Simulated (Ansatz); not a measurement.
## Dielectric response of GaN (10-10) films

How well do thin wurtzite GaN (10-10) films screen a perpendicular field?

Main program and level: Ansatz 0.2.0; plane-wave DFT, PBE, Ansatz PAW, in the first sound run; inputs show where later runs differ.

### Step 1. The starting structure

The cell holds 12 atoms: 6 Ga and 6 N. Cell: a = 3.190 Å, b = 5.190 Å, c = 24.446 Å, α = 90.0°, β = 90.0°, γ = 90.0°. It derives from GaN (wurtzite GaN). Vacuum lies along c.

Structure file:

```xyz
12
Lattice="3.1900 0.0000 0.0000 0.0000 5.1900 0.0000 0.0000 0.0000 24.4461" Properties=species:S:1:pos:R:3
Ga    0.0000    0.0000    9.0000
N     0.0000    1.9566    9.0000
Ga    1.5950    2.5950    9.9209
N     1.5950    4.5516    9.9209
Ga    1.5950    0.0000   11.7626
N     1.5950    1.9566   11.7626
Ga    0.0000    2.5950   12.6835
N     0.0000    4.5516   12.6835
Ga    0.0000    0.0000   14.5252
N     0.0000    1.9566   14.5252
Ga    1.5950    2.5950   15.4461
N     1.5950    4.5516   15.4461
```

### Step 2. Relaxing the film, 12 atoms, units 3

The structure is relaxed first, because levels and dipoles at a surface follow the positions of the outer atoms.

Input file input.yaml:

```yaml
crystal:
  lattice:
    - [3.19, 0.0, 0.0]
    - [0.0, 5.19, 0.0]
    - [0.0, 0.0, 24.4461157555]
  atoms:
    - { symbol: Ga, position: [0.0, 0.0, 0.3681566466] }
    - { symbol: "N", position: [0.0, 0.377, 0.3681566466] }
    - { symbol: Ga, position: [0.5, 0.5, 0.4058261762] }
    - { symbol: "N", position: [0.5, 0.877, 0.4058261762] }
    - { symbol: Ga, position: [0.5, 0.0, 0.4811652352] }
    - { symbol: "N", position: [0.5, 0.377, 0.4811652352] }
    - { symbol: Ga, position: [0.0, 0.5, 0.5188347648] }
    - { symbol: "N", position: [0.0, 0.877, 0.5188347648] }
    - { symbol: Ga, position: [0.0, 0.0, 0.5941738238] }
    - { symbol: "N", position: [0.0, 0.377, 0.5941738238] }
    - { symbol: Ga, position: [0.5, 0.5, 0.6318433534] }
    - { symbol: "N", position: [0.5, 0.877, 0.6318433534] }
kpoints:
  mp_grid: { grid: [8, 6, 1] }
hamiltonian:
  xc: pbe
scf:
  occupations: { method: fixed }
  convergence: { dr2_threshold: 1.0e-09 }
efield:
  axis: 3
  dipole_correction: true
  ramp_position: 0.97
  ramp_width: 0.06
relax:
  f_tol: 0.003
  max_steps: 100
output:
  write_potential: true
  write_density: true
  volumetric_format: npy
```

Run with:

```console
$ ansatz run input.yaml --threads 4 --pin off --max-ram 12288MiB --backend cpu --events-out ev --progress --plain --runs-dir out
```

Numbers of over 12 decimals in the logs are rounded to 6 here.

Output:

```text
Engine: ansatz 0.2.0, aarch64-unknown-linux-gnu
Pseudopotentials: kind: paw
Pseudopotential: Ga, paw, valence charge 13, recommended cutoff 420 eV (normal), Ga.paw.azcp
Pseudopotential: N, paw, valence charge 5, recommended cutoff 420 eV (normal), N.paw.azcp
Functional definition: PBE
  parameter kappa = 0.804
  parameter beta = 0.066725
  exchange = pbe_x(kappa = kappa, mu = beta*pi^2/3)
  correlation = pbe_c(beta = beta)
Crystal: 12 atoms, lattice volume = 404.732 Å³
Basis set: ecut = 420 eV, 7939 PW (Γ), exchange–correlation on 48×72×360 points (8 copies of the dense FFT grid, shifted against one another)
Bands: 66, of which v1, the nominal top of the filled ones, is band 54 counted from 1 (53 counted from 0)
Symmetry: 2 space group operations
k-points: 20 of 48 (time reversal used)
Non-local potential: Ga, projectors of the file, l = 0: 2, l = 1: 2, l = 2: 3, l = 3: 1
Non-local potential: N, projectors of the file, l = 0: 2, l = 1: 2, l = 2: 1
PAW form: soft (Blöchl's): semilocal exchange-correlation on the pseudo side does not see the compensation charge
PAW one-centre angular grid: Ga, 590 points (default); XC on 64 Gauss nodes
PAW one-centre angular grid: N, 110 points (default); XC on 64 Gauss nodes
Initial density: superposition of atomic densities (neutral atoms: chi_scale 0, normalization atom), corrected by the library's trained network
Initial wavefunctions: pseudopotential atomic-orbital guess
Functional: x = pbe(κ = 0.804, μ = 0.219515), c = pbe(β = 0.066725)
SCF iter   1: F=—  HF=-25003.251020 eV  |F-HF|=—  |Δ(HF+E_count)|=         —  Δρ=2.23e-3  dr2=5.75e-2  ethr=1.77e-3  p=-0.000 e·Å  D=-4.41e-14 V/Å  ΔV_dip=0.00 eV  dr2_dipole=4.10e-8  V_vac-E_F(+/−)=4.77/4.77 eV  ⟨swp⟩=5.0  Hψ=4680  notcnv=0  defer=199
efield: sawtooth ramp at fractional position 0.9700 (set: `efield.ramp_position`, or a place that a band, a saddle search or an elastic batch's reference lends), width 0.0600; the density the first Hamiltonian is built on has a dipole p = -0.000 e·Å; the dipole correction subtracts the counter field D = -4.41e-14 V/Å, which shifts the + side's vacuum level by +0.00 eV against the − side's; the planar-averaged density in the ramp window peaks in size at 1.3e-5 e/Å³
preconditioner: auto → Resta (q_TF=auto, 2.189 Å⁻¹)  ε∞=2.6  [insulator: Δε(μ)=0.330 eV  Ē_g=15.356 eV  n_scr=60 (ndim 8)  ℏωp=19.2 eV  f_vac=0.612  ε∞_Penn≈2.6  vacuum switching on, ρ_ref=1.7e-2 e/Å³]
SCF iter   2: F=—  HF=-25003.247388 eV  |F-HF|=—  |Δ(HF+E_count)|=   3.63e-3  Δρ=9.67e-4  dr2=4.42e-3  ethr=5.32e-5  p=0.000 e·Å  D=3.89e-5 V/Å  ΔV_dip=-0.00 eV  dr2_dipole=1.08e-7  V_vac-E_F(+/−)=4.99/4.99 eV  ⟨swp⟩=2.8  Hψ=1903  notcnv=0  defer=200  κ⁻¹=1.0e0(r=1)
density mixer auto → broyden: gapped, with many states about μ (density of states about μ 0.37 of a free-electron gas's, 60 screened modes)
SCF iter   3: F=—  HF=-25003.247762 eV  |F-HF|=—  |Δ(HF+E_count)|=   3.74e-4  Δρ=4.53e-4  dr2=6.00e-4  ethr=4.09e-6  p=-0.000 e·Å  D=-1.49e-5 V/Å  ΔV_dip=0.00 eV  dr2_dipole=1.82e-8  V_vac-E_F(+/−)=4.97/4.97 eV  ⟨swp⟩=2.1  Hψ=2220  notcnv=0  defer=200  κ⁻¹=1.8e-2(r=2)
SCF iter   4: F=—  HF=-25003.248230 eV  |F-HF|=—  |Δ(HF+E_count)|=   4.68e-4  Δρ=1.84e-4  dr2=1.12e-4  ethr=5.56e-7  p=0.000 e·Å  D=1.61e-5 V/Å  ΔV_dip=-0.00 eV  dr2_dipole=2.48e-8  V_vac-E_F(+/−)=4.99/4.99 eV  ⟨swp⟩=2.0  Hψ=1717  notcnv=0  defer=200  κ⁻¹=2.8e-3(r=3)
SCF iter   5: F=—  HF=-25003.248336 eV  |F-HF|=—  |Δ(HF+E_count)|=   1.06e-4  Δρ=6.61e-5  dr2=2.12e-5  ethr=1.04e-7  p=-0.000 e·Å  D=-1.71e-5 V/Å  ΔV_dip=0.00 eV  dr2_dipole=2.89e-8  V_vac-E_F(+/−)=5.00/5.00 eV  ⟨swp⟩=2.0  Hψ=2112  notcnv=0  defer=200  κ⁻¹=7.3e-4(r=4)
SCF iter   6: F=—  HF=-25003.248340 eV  |F-HF|=—  |Δ(HF+E_count)|=   3.77e-6  Δρ=2.85e-5  dr2=3.35e-6  ethr=1.96e-8  p=0.000 e·Å  D=6.01e-6 V/Å  ΔV_dip=-0.00 eV  dr2_dipole=3.68e-9  V_vac-E_F(+/−)=5.00/5.00 eV  ⟨swp⟩=2.0  Hψ=1596  notcnv=0  defer=190  κ⁻¹=9.6e-5(r=5)
SCF iter   7: F=—  HF=-25003.248488 eV  |F-HF|=—  |Δ(HF+E_count)|=   1.48e-4  Δρ=1.18e-5  dr2=3.16e-7  ethr=3.10e-9  p=-0.000 e·Å  D=-9.10e-7 V/Å  ΔV_dip=0.00 eV  dr2_dipole=1.43e-10  V_vac-E_F(+/−)=5.00/5.00 eV  ⟨swp⟩=2.0  Hψ=1755  notcnv=0  defer=165  κ⁻¹=5.5e-6(r=6)
SCF iter   8: F=—  HF=-25003.248489 eV  |F-HF|=—  |Δ(HF+E_count)|=   6.05e-7  Δρ=4.18e-6  dr2=4.74e-8  ethr=2.93e-10  p=0.000 e·Å  D=2.20e-6 V/Å  ΔV_dip=-0.00 eV  dr2_dipole=5.55e-10  V_vac-E_F(+/−)=5.00/5.00 eV  ⟨swp⟩=2.0  Hψ=2264  notcnv=0  defer=165  κ⁻¹=1.7e-6(r=7)
SCF iter   9: F=—  HF=-25003.248489 eV  |F-HF|=—  |Δ(HF+E_count)|=   1.01e-7  Δρ=1.48e-6  dr2=8.94e-9  ethr=4.39e-11  p=-0.000 e·Å  D=-2.10e-6 V/Å  ΔV_dip=0.00 eV  dr2_dipole=5.37e-10  V_vac-E_F(+/−)=5.00/5.00 eV  ⟨swp⟩=2.0  Hψ=2206  notcnv=0  defer=165  κ⁻¹=3.3e-7(r=8)
SCF iter  10: F=—  HF=-25003.248489 eV  |F-HF|=—  |Δ(HF+E_count)|=   4.15e-9  Δρ=7.78e-7  dr2=1.75e-9  ethr=8.27e-12  p=0.000 e·Å  D=7.74e-7 V/Å  ΔV_dip=-0.00 eV  dr2_dipole=6.25e-11  V_vac-E_F(+/−)=5.00/5.00 eV  ⟨swp⟩=2.1  Hψ=1653  notcnv=0  defer=165  κ⁻¹=1.1e-6(r=8)
SCF iter  11: F=-25003.248489 eV  HF=-25003.248489 eV  |F-HF|=5.06e-10  |Δ(HF+E_count)|=   1.69e-9  Δρ=3.05e-7  dr2=2.53e-10  ethr=1.00e-12  p=-0.000 e·Å  D=-2.40e-7 V/Å  ΔV_dip=0.00 eV  dr2_dipole=4.36e-12  V_vac-E_F(+/−)=5.00/5.00 eV  ⟨swp⟩=8.1  Hψ=7906  notcnv=0
SCF 1 converged in 11 iterations: F = -25003.248489 eV  dr2 = 2.53e-10
  greatest PAW one-centre occupation: 0.996 electrons in one spin orbital (limit 2), on the Ga atom at site 0 (counted from 0), in its partial waves of l = 2
relax step   1: F+E_penalty+E_count = -25003.24848917 eV  Δ(F+E_penalty+E_count) = +0.000e0 eV  max|allowed force component| = 1.998e0 eV/Å  Δτ_max = 0.0000 Å  (11 SCF iters, accepted)
Initial density: handed on by an earlier stage of this run
Initial wavefunctions: those handed on with the density
iter 1 solved again at ethr=1.93e-4 eV; its pass at ethr=3.10e-3 eV (dr2=2.08e-1 eV) is discarded
SCF iter   1: F=—  HF=-25003.987030 eV  |F-HF|=—  |Δ(HF+E_count)|=         —  Δρ=1.07e-2  dr2=2.08e-1  ethr=1.93e-4  p=-0.000 e·Å  D=-2.40e-7 V/Å  ΔV_dip=0.00 eV  dr2_dipole=4.87e-12  V_vac-E_F(+/−)=5.21/5.21 eV  ⟨swp⟩=1.5  Hψ=5054  notcnv=0  defer=200
[...]
relax step   5: F+E_penalty+E_count = -25004.20332860 eV  Δ(F+E_penalty+E_count) = -4.914e-3 eV  max|allowed force component| = 4.327e-2 eV/Å  Δτ_max = 0.0148 Å  (9 SCF iters, accepted)
[...]
relax step   6: F+E_penalty+E_count = -25004.20356446 eV  Δ(F+E_penalty+E_count) = -2.359e-4 eV  max|allowed force component| = 1.065e-2 eV/Å  Δτ_max = 0.0070 Å  (8 SCF iters, accepted)
SCF iter   1: F=—  HF=-25004.203446 eV  |F-HF|=—  |Δ(HF+E_count)|=         —  Δρ=1.11e-4  dr2=3.37e-5  ethr=2.21e-7  p=-0.000 e·Å  D=-2.89e-7 V/Å  ΔV_dip=0.00 eV  dr2_dipole=2.11e-11  V_vac-E_F(+/−)=5.67/5.67 eV  ⟨swp⟩=2.0  Hψ=2750  notcnv=0  defer=200
efield: sawtooth ramp at fractional position 0.9700 (set: `efield.ramp_position`, or a place that a band, a saddle search or an elastic batch's reference lends), width 0.0600; the density the first Hamiltonian is built on has a dipole p = -0.000 e·Å; the dipole correction subtracts the counter field D = -2.89e-7 V/Å, which shifts the + side's vacuum level by +0.00 eV against the − side's; the planar-averaged density in the ramp window peaks in size at 5.5e-6 e/Å³
preconditioner: auto → Resta (q_TF=auto, 2.189 Å⁻¹)  ε∞=2.5  [insulator: Δε(μ)=1.513 eV  Ē_g=15.658 eV  n_scr=60 (ndim 8)  ℏωp=19.2 eV  f_vac=0.622  ε∞_Penn≈2.5  vacuum switching on, ρ_ref=1.8e-2 e/Å³]
SCF iter   2: F=—  HF=-25004.203436 eV  |F-HF|=—  |Δ(HF+E_count)|=   1.05e-5  Δρ=5.44e-5  dr2=6.31e-6  ethr=3.12e-8  p=0.000 e·Å  D=6.01e-7 V/Å  ΔV_dip=-0.00 eV  dr2_dipole=2.52e-12  V_vac-E_F(+/−)=5.67/5.67 eV  ⟨swp⟩=2.0  Hψ=1760  notcnv=0  defer=117  κ⁻¹=1.0e0(r=1)
density mixer auto → broyden: gapped, where msr1 would fit the directions that read negative (density of states about μ 0.07 of a free-electron gas's, 60 screened modes)
SCF iter   3: F=—  HF=-25004.203587 eV  |F-HF|=—  |Δ(HF+E_count)|=   1.51e-4  Δρ=1.81e-5  dr2=1.07e-6  ethr=5.84e-9  p=0.000 e·Å  D=1.52e-7 V/Å  ΔV_dip=-0.00 eV  dr2_dipole=2.22e-12  V_vac-E_F(+/−)=5.67/5.67 eV  ⟨swp⟩=3.0  Hψ=2485  notcnv=0  defer=117  κ⁻¹=2.4e-1(r=2)
SCF iter   4: F=—  HF=-25004.203587 eV  |F-HF|=—  |Δ(HF+E_count)|=   8.89e-8  Δρ=7.33e-6  dr2=1.25e-7  ethr=9.88e-10  p=0.000 e·Å  D=3.54e-7 V/Å  ΔV_dip=-0.00 eV  dr2_dipole=8.03e-14  V_vac-E_F(+/−)=5.67/5.67 eV  ⟨swp⟩=2.0  Hψ=1497  notcnv=0  defer=117  κ⁻¹=1.7e-2(r=3)
SCF iter   5: F=—  HF=-25004.203587 eV  |F-HF|=—  |Δ(HF+E_count)|=   2.27e-8  Δρ=2.33e-6  dr2=1.49e-8  ethr=1.16e-10  p=0.000 e·Å  D=3.16e-7 V/Å  ΔV_dip=-0.00 eV  dr2_dipole=6.53e-16  V_vac-E_F(+/−)=5.67/5.67 eV  ⟨swp⟩=2.8  Hψ=2353  notcnv=0  defer=117  κ⁻¹=2.7e-3(r=4)
SCF iter   6: F=—  HF=-25004.203587 eV  |F-HF|=—  |Δ(HF+E_count)|=   3.15e-9  Δρ=7.98e-7  dr2=1.49e-9  ethr=1.38e-11  p=0.000 e·Å  D=3.20e-7 V/Å  ΔV_dip=-0.00 eV  dr2_dipole=1.08e-12  V_vac-E_F(+/−)=5.67/5.67 eV  ⟨swp⟩=2.7  Hψ=2272  notcnv=0  defer=117  κ⁻¹=2.8e-4(r=5)
SCF iter   7: F=-25004.203587 eV  HF=-25004.203587 eV  |F-HF|=2.26e-10  |Δ(HF+E_count)|=  5.17e-10  Δρ=3.12e-7  dr2=1.84e-10  ethr=1.00e-12  p=0.000 e·Å  D=9.38e-8 V/Å  ΔV_dip=-0.00 eV  dr2_dipole=3.58e-13  V_vac-E_F(+/−)=5.67/5.67 eV  ⟨swp⟩=8.0  Hψ=8033  notcnv=0
SCF 7 converged in 7 iterations: F = -25004.203587 eV  dr2 = 1.84e-10
relax step   7: F+E_penalty+E_count = -25004.20358687 eV  Δ(F+E_penalty+E_count) = -2.241e-5 eV  max|allowed force component| = 5.857e-4 eV/Å  Δτ_max = 0.0014 Å  (7 SCF iters, accepted)
NSCF: frozen V_eff on 20 k-points
the band table was solved once a step of the walk had ended and its energy, with any forces and stress, was formed, with the checks that follow a solve (7632 applications of the Hamiltonian). They found nothing against the state; the energy, forces and stress were not computed again (output.eigenvalues in the input reference)
WARN: The output density's exchange-correlation potential varies sharply where the density is thin. Do not read a vacuum level from v_tot or v_xc, or from such a field of the output density. On a cell that repeats whose density bears no net charge and no dipole along the vacuum's axis use v_es (v_loc + v_h of the components); under efield.dipole_correction with no amplitude use v_es + v_field, which holds any externa [...]
SCF converged after 7 iterations
Stability not checked: this state was not tested for a lower state beside it, because the mixer in use, unlike msr1, does not test its closes by its own steps (another_mixer; see scf.mixing.algorithm and scf.lower_state_search)
Free energy (F): -25004.203587 eV
Harris-Foulkes:  -25004.203587 eV  (|F-HF|=2.26e-10)
Internal energy: -25004.203587 eV  (E = F + TS)
E sigma→0 (E₀):  -25004.203587 eV
Fermi energy:    -0.454976 eV
Dipole field:    D = 0.000001 V/Å  (p = 0.000001 e·Å, saw-weighted, corrected)
Work function:   Φ+ = 5.6724 eV   Φ− = 5.6724 eV
Levels:          The Fermi level and band energies are counted from a zero that moves with the ramp; work functions are not
--- Per-component energies (eV) ---
  E_band       = -1127.188126
  E_kinetic    = 1475.979848
  E_local      = -129709.813457  (includes V_loc(G=0)·N_el)
  E_nonlocal   = 2843.127566
  E_hartree    = 63840.107398
  E_xc         = -770.952537
  E_vxc        = -801.775937  (∫ρ·V_xc dr)
  E_paw        = -12716.411346  (= ΣΔE_a)
  E_vpaw       = -2614.920680  (= ΣTr[D̂ρ^β])
  E_aug_tail   = 0.000037  (compensation charges beyond the density's cutoff)
  E_efield     = 0.000000  (sawtooth field / dipole correction)
  E_vefield    = -0.000000  (∫n·V_field dr)
  E_ewald      = 50033.758904
  E_smearing   = -0.000000  (= −TS)
  E_closure    = -0.000000  (closes the sum)
  Σ components = -25004.203587   (vs F -25004.203587, Δ=0.00e0)
--- Forces (eV/Å), atoms counted from 1 ---
  atom   1  Ga     0.00000000     0.00005465    -0.00013578
  atom   2  N      0.00000000     0.00029306    -0.00007693
  atom   3  Ga     0.00000000    -0.00024069     0.00001513
  atom   4  N      0.00000000    -0.00043625    -0.00016331
  atom   5  Ga     0.00000000     0.00009853     0.00057918
  atom   6  N      0.00000000     0.00023065    -0.00014568
  atom   7  Ga     0.00000000     0.00009843    -0.00058582
  atom   8  N      0.00000000     0.00023125     0.00015175
  atom   9  Ga     0.00000000    -0.00024117    -0.00002112
  atom  10  N      0.00000000    -0.00043714     0.00016785
  atom  11  Ga     0.00000000     0.00005392     0.00013440
  atom  12  N      0.00000000     0.00029293     0.00007905
  max |Σ_I F_I| component: 1.84e-6 eV/Å
--- Band table (eV; the first three rows and the last of 20) ---
  k-point 0: bands = [... 50 lower, -0.8982, -0.6876, -0.5958, -0.4550, 1.0583, 2.0972, 3.7056, 4.2209, ... 8 higher]
  k-point 1: bands = [... 50 lower, -0.9156, -0.7934, -0.5650, -0.5498, 1.5860, 2.2600, 3.6296, 4.1144, ... 8 higher]
  k-point 2: bands = [... 50 lower, -1.0122, -0.9022, -0.7889, -0.5958, 2.2901, 2.5618, 3.6142, 3.9747, ... 8 higher]
  k-point 19: bands = [... 50 lower, -2.1188, -2.1188, -0.9161, -0.9161, 2.8350, 2.8350, 4.2944, 4.2944, ... 8 higher]
--- Relaxed structure (7 steps of the walk, 7 accepted, 0 SCFs on fresh bases) ---
  F+E_penalty+E_count = -25004.20358687 eV   max|allowed force component| = 5.857e-4 eV/Å
  atoms:
    - { symbol: Ga, position: [0.0, 0.026692, 0.377582] }
    - { symbol: N, position: [0.0, 0.374202, 0.365791] }
    - { symbol: Ga, position: [0.5, 0.492379, 0.399485] }
    - { symbol: N, position: [0.5, 0.868267, 0.404079] }
    - { symbol: Ga, position: [0.5, -0.00353714, 0.483640] }
    - { symbol: N, position: [0.5, 0.372997, 0.480185] }
    - { symbol: Ga, position: [0.0, 0.496463, 0.516360] }
    - { symbol: N, position: [0.0, 0.872997, 0.519815] }
    - { symbol: Ga, position: [0.0, -0.00762087, 0.600515] }
    - { symbol: N, position: [0.0, 0.368267, 0.595921] }
    - { symbol: Ga, position: [0.5, 0.526692, 0.622418] }
    - { symbol: N, position: [0.5, 0.874202, 0.634209] }
```

Run time: 1.7 min. Hardware: 4 threads of Arm Neoverse V1, shared host; peak memory 1 GiB.

The steps of the relaxation:

| step | energy less that of the first step (eV) | largest force component (eV/Å) |
| --- | --- | --- |
| 1 | 0.0000 | 1.9982 |
| 2 | -0.6876 | 0.9883 |
| 3 | -0.9166 | 0.4813 |
| 4 | -0.9499 | 0.1251 |
| 5 | -0.9548 | 0.0433 |
| 6 | -0.9551 | 0.0106 |
| 7 | -0.9551 | 0.0006 |

The run keeps the 2 symmetry operations that it works with, so distortions that break them were not tested.

The atoms that moved most (Å):

| atom | dx | dy | dz | length |
| --- | --- | --- | --- | --- |
| Ga11 | 0.000 | 0.139 | -0.230 | 0.269 |
| Ga1 | 0.000 | 0.139 | 0.230 | 0.269 |
| Ga9 | 0.000 | -0.040 | 0.155 | 0.160 |
| Ga3 | 0.000 | -0.040 | -0.155 | 0.160 |
| Ga5 | 0.000 | -0.018 | 0.060 | 0.063 |
| Ga7 | 0.000 | -0.018 | -0.060 | 0.063 |
| N4 | 0.000 | -0.045 | -0.043 | 0.062 |
| N10 | 0.000 | -0.045 | 0.043 | 0.062 |

The relaxed structure:

```xyz
12
Lattice="3.1900 0.0000 0.0000 0.0000 5.1900 0.0000 0.0000 0.0000 24.4461" Properties=species:S:1:pos:R:3
Ga    0.0000    0.1385    9.2304
N     0.0000    1.9421    8.9422
Ga    1.5950    2.5554    9.7659
N     1.5950    4.5063    9.8782
Ga    1.5950   -0.0184   11.8231
N     1.5950    1.9359   11.7387
Ga    0.0000    2.5766   12.6230
N     0.0000    4.5309   12.7075
Ga    0.0000   -0.0396   14.6803
N     0.0000    1.9113   14.5680
Ga    1.5950    2.7335   15.2157
N     1.5950    4.5371   15.5039
```

This step gave:

```
gap on the k-mesh             : 1.513 eV
dipole along the normal       : 1.47e-6 e·Å
ionisation energy, upper face : 5.672 eV
electron affinity, upper face : 4.159 eV
```

Running mean over 2.763 Å of the planar mean; the ramp of the sawtooth is left out. Table of electron's electrostatic potential energy less the highest filled level by z:

| z (Å) | electron's electrostatic potential energy less the highest filled level (eV) |
| --- | --- |
| 3.0 | 5.67 |
| 3.5 | 5.67 |
| 4.0 | 5.67 |
| 4.5 | 5.67 |
| 5.0 | 5.67 |
| 5.5 | 5.67 |
| 6.0 | 5.64 |
| 6.5 | 5.55 |
| 7.0 | 5.15 |
| 7.5 | 3.65 |
| 8.0 | 1.17 |
| 8.5 | -1.50 |
| 9.0 | -3.50 |
| 9.5 | -4.27 |
| 10.0 | -4.59 |
| 10.5 | -4.64 |
| 11.0 | -4.50 |
| 11.5 | -4.33 |
| 12.0 | -4.40 |
| 12.5 | -4.39 |
| 13.0 | -4.33 |
| 13.5 | -4.52 |
| 14.0 | -4.65 |
| 14.5 | -4.57 |
| 15.0 | -4.22 |
| 15.5 | -3.36 |
| 16.0 | -1.23 |
| 16.5 | 1.45 |
| 17.0 | 3.87 |
| 17.5 | 5.24 |
| 18.0 | 5.57 |
| 18.5 | 5.65 |
| 19.0 | 5.67 |
| 19.5 | 5.67 |
| 20.0 | 5.67 |
| 20.5 | 5.67 |
| 21.0 | 5.67 |

The relaxation took 7 steps and lowered the energy by 0.96 eV; the largest force on the free atoms ends at 5.9e-4 eV/Å.

The gap is 1.51 eV, with the valence edge 5.67 eV and the conduction edge 4.16 eV under the upper vacuum level.

[end of part 1 of 5]

[Logs are printed without paths, hosts, clocks, repeated set-up lines and the standing remarks that a program may print on its own settings, such as how far it seeks lower states.]

[Hosts, paths, dates, database ids (printed as entryN), source tags and the programs' standing remarks are cut or masked in the printed files.]

[Maps of the electrostatic potential energy from Ansatz leave out the sawtooth potential of an applied field or a dipole correction, so their vacuum need not be flat; planar profiles and work functions include it.]
